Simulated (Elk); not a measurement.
# VRu: parallel, opposed and spinless runs

Does VRu prefer parallel or opposed moments, or none?

Main program and level: Elk 11.2.3 (patched build); LDA (Perdew-Wang); all-electron APW+lo, Dirac cores, scalar-relativistic bands.

Most raw output is cut from this account.

## 1. Starting point

It takes space group Pm-3m (No. 221, cubic). The conventional cell has a = 2.990 Å, b = 2.990 Å, c = 2.990 Å, α = 90.00°, β = 90.00°, γ = 90.00°. V has 8 Ru at 2.59 Å nearest. Ru has 8 V at 2.59 Å nearest. Farther neighbours are not listed.

As a file:

```cif
data_structure
_symmetry_space_group_name_H-M 'Pm-3m'
_symmetry_Int_Tables_number 221
_cell_length_a 2.9900
_cell_length_b 2.9900
_cell_length_c 2.9900
_cell_angle_alpha 90.000
_cell_angle_beta 90.000
_cell_angle_gamma 90.000
_cell_volume 26.73
loop_
_atom_site_label
_atom_site_type_symbol
_atom_site_symmetry_multiplicity
_atom_site_Wyckoff_symbol
_atom_site_fract_x
_atom_site_fract_y
_atom_site_fract_z
_atom_site_occupancy
V1 V 1 b 0.50000 0.50000 0.50000 1
Ru1 Ru 1 a 0.00000 0.00000 0.00000 1
```

## 2. Run 1 (ferro ++)

Parallel moments need no larger cell; this start tests for a ferromagnetic state only.

Moments are seeded by fields in the spheres (the last three columns under atoms), set against the wanted direction and reduced each loop.

elk.in

```
tasks
  0
  33
  73

xctype
  3

rgkmax
  7.0

nempty
  12

swidth
  0.0005

reducebf
  0.5

epsengy
  1e-05

maxscl
  100

lmaxi
  3

spincore
  .true.

gmaxvr
  20.0

spinpol
  .true.

sppath
  './'

avec
  5.65028111263 0.00000000000 0.00000000000
  0.00000000000 5.65028111263 0.00000000000
  0.00000000000 0.00000000000 5.65028111263

atoms
  2
  'V.in'
  1
  0.5000000000 0.5000000000 0.5000000000   0.000000 0.000000 -0.112500
  'Ru.in'
  1
  0.0000000000 0.0000000000 0.0000000000   0.000000 0.000000 -0.112500

ngridk
  8 8 8

plot3d
  0 0 0
  1 0 0
  0 1 0
  0 0 1
  15 15 15
```

The run is started by

```
$ OMP_NUM_THREADS=4 elk
```

Wall time 83 s (4 threads of Arm Neoverse V2, shared host); peak memory 0.16 GiB.

The moments died away, and this build then starts once more from a stronger push, within the same count of loops. It warns that loops lacked for a still stronger start, so a state with moments is not ruled out.

Read from the output:

* final state: non-magnetic

After 90 cycles the seed has died away: no moment is left.

## 3. Start 2: antiferro q=(1/2,1/2,1/2) +-+-

Reversing part of the moments tests the sign of the couplings between them.

This order needs a doubled cell of 4 atoms. Its mesh is chosen so that both cells sample the same points.

elk.in

```
tasks
  0

xctype
  3

rgkmax
  7.0

nempty
  12

swidth
  0.0005

reducebf
  0.5

epsengy
  1e-05

maxscl
  100

lmaxi
  3

spincore
  .true.

gmaxvr
  20.0

spinpol
  .true.

sppath
  './'

avec
  11.30056222526 0.00000000000 0.00000000000
  5.65028111263 5.65028111263 0.00000000000
  5.65028111263 0.00000000000 5.65028111263

atoms
  2
  'V.in'
  2
  0.7500000000 0.5000000000 0.5000000000   0.000000 0.000000 -0.112500
  0.2500000000 0.5000000000 0.5000000000   0.000000 0.000000 0.112500
  'Ru.in'
  2
  0.0000000000 0.0000000000 0.0000000000   0.000000 0.000000 -0.112500
  0.5000000000 0.0000000000 0.0000000000   0.000000 0.000000 0.112500

ngridk
  4 8 8
```

The run is started by

```
$ OMP_NUM_THREADS=4 elk
```

The job ended after 2.3 min (4 threads; peak memory 0.34 GiB).

The moments died away, and this build then starts once more from a stronger push, within the same count of loops. That gave no lower state.

Spin moment in the muffin-tin sphere by atom:

| atom | spin moment in the muffin-tin sphere (μB) |
| --- | --- |
| V1 | 0.0001 |
| V2 | -0.0001 |
| Ru3 | 0.0000 |
| Ru4 | 0.0000 |

This step gave:

| Quantity | Value |
| --- | --- |
| final state | non-magnetic |

It ends in the same state without moments as the first start; the 0.018 meV between them is numerical noise.

## 4. Start 3: no spin polarisation

A run without seeds gives the energy of the state without moments.

elk.in

```
tasks
  0

xctype
  3

rgkmax
  7.0

nempty
  12

swidth
  0.0005

epsengy
  1e-05

maxscl
  100

lmaxi
  3

spincore
  .true.

gmaxvr
  20.0

sppath
  './'

avec
  5.65028111263 0.00000000000 0.00000000000
  0.00000000000 5.65028111263 0.00000000000
  0.00000000000 0.00000000000 5.65028111263

atoms
  2
  'V.in'
  1
  0.5000000000 0.5000000000 0.5000000000   0.000000 0.000000 0.000000
  'Ru.in'
  1
  0.0000000000 0.0000000000 0.0000000000   0.000000 0.000000 0.000000

ngridk
  8 8 8
```

The run is started by

```
$ OMP_NUM_THREADS=4 elk
```

Run time: 16 s. Hardware: 4 threads; peak memory 0.15 GiB; 56 s of CPU time.

The spin moment in the muffin-tin sphere vanishes on all atoms.

Read from the output:

```
final state : non-magnetic
```

It ends in the same state without moments as the first start; the 0.012 meV between them is numerical noise.

## 5. Another try

An input with a fault is tried, to see how the program answers.

elk.in, as its differences from that of step 2:

```diff
@@ -2,4 +2,2 @@
   0
-  33
-  73
 
@@ -24,3 +22,3 @@
 maxscl
-  100
+  50
 
@@ -37,2 +35,8 @@
   .true.
+
+mixtype
+  0
+
+beta0
+  0.002
 
@@ -57,8 +61 @@
   8 8 8
-
-plot3d
-  0 0 0
-  1 0 0
-  0 1 0
-  0 0 1
-  15 15 15
```

The run is started by

```
$ OMP_NUM_THREADS=4 elk
```

The job ended after 46 s (4 threads; peak memory 0.14 GiB).

The fault put into the input: linear mixing far too weak.

After 50 loops the RMS change of the potential stands at 8e-01 Ha, falling at every loop but slowly.

Each cycle moves so little that the limit comes first; a larger step or a mixer with history is the cure.

## 6. Ranking

These are free energies at a smearing of 0.0136 eV, so its entropy term is in the differences. They are divided by the number of seeded atoms, so that cells of unlike size compare. Wavevectors q in the names are fractions of the reciprocal vectors of the first run's cell.

Orders:

| start | final state | typed order kept | energy over the lowest (meV a seeded atom) | largest sphere moment (μB) | net moment (μB a primitive cell) | DOS at the Fermi level (states/eV a primitive cell) | mesh matched | CPU time (s) |
| --- | --- | --- | --- | --- | --- | --- | --- | --- |
| ferro ++ | non-magnetic | no | 0 | 5.53e-5 | 6.99e-5 | 3.461 | yes | 296.1 |
| antiferro q=(1/2,1/2,1/2) +-+- | non-magnetic | no | 0.01801 | 5.43e-5 | 0 | 3.461 | yes | 495.1 |
| no spin polarisation | non-magnetic | - | 0.01221 | 0 | 0 | 3.461 | yes | 56.08 |

## 7. The lowest state with spin–orbit coupling

Orbital moments arise only with spin–orbit coupling, and measured moments hold them.

The run goes on from the saved lowest state, with the moments along the z axis of the cell.

elk.in

```
tasks
  1
  15

xctype
  3

rgkmax
  7.0

nempty
  12

swidth
  0.0005

reducebf
  0.5

epsengy
  1e-05

maxscl
  100

lmaxi
  3

spincore
  .true.

gmaxvr
  20.0

spinpol
  .true.

spinorb
  .true.

cmagz
  .true.

sppath
  './'

avec
  5.65028111263 0.00000000000 0.00000000000
  0.00000000000 5.65028111263 0.00000000000
  0.00000000000 0.00000000000 5.65028111263

atoms
  2
  'V.in'
  1
  0.5000000000 0.5000000000 0.5000000000   0.000000 0.000000 -0.000112
  'Ru.in'
  1
  0.0000000000 0.0000000000 0.0000000000   0.000000 0.000000 -0.000112

ngridk
  8 8 8
```

The run is started by

```
$ OMP_NUM_THREADS=4 elk
```

Wall time 4.1 min (4 threads); peak memory 0.21 GiB.

The moments died away, and this build then starts once more from a stronger push, within the same count of loops. That gave no lower state.

Read from the output:

```
final state : non-magnetic
```

The orbital moment <L> in the sphere vanishes on all atoms.

## 8. What came out

| Property | Result |
| --- | --- |
| lowest state found | non-magnetic (typed ferro ++) |
| largest site moment | 5.5e-5 μB |

The lowest state carries no moment above 0.15 μB, and no start kept one. This is the lowest of 3 finished starts, no proof of the ground state.

[Logs and program files are shortened in this print: banners, set-up blocks, solver, clock and traceback lines can be left out without a mark of their own.]

[Logs are printed without paths, hosts, clocks, repeated set-up lines and the standing remarks that a program may print on its own settings, such as how far it seeks lower states.]

[Hosts, paths, dates, database ids (printed as entryN), source tags and the programs' standing remarks are cut or masked in the printed files.]

[Where a cell is said to come from a database of computed structures, the database is the Materials Project.]
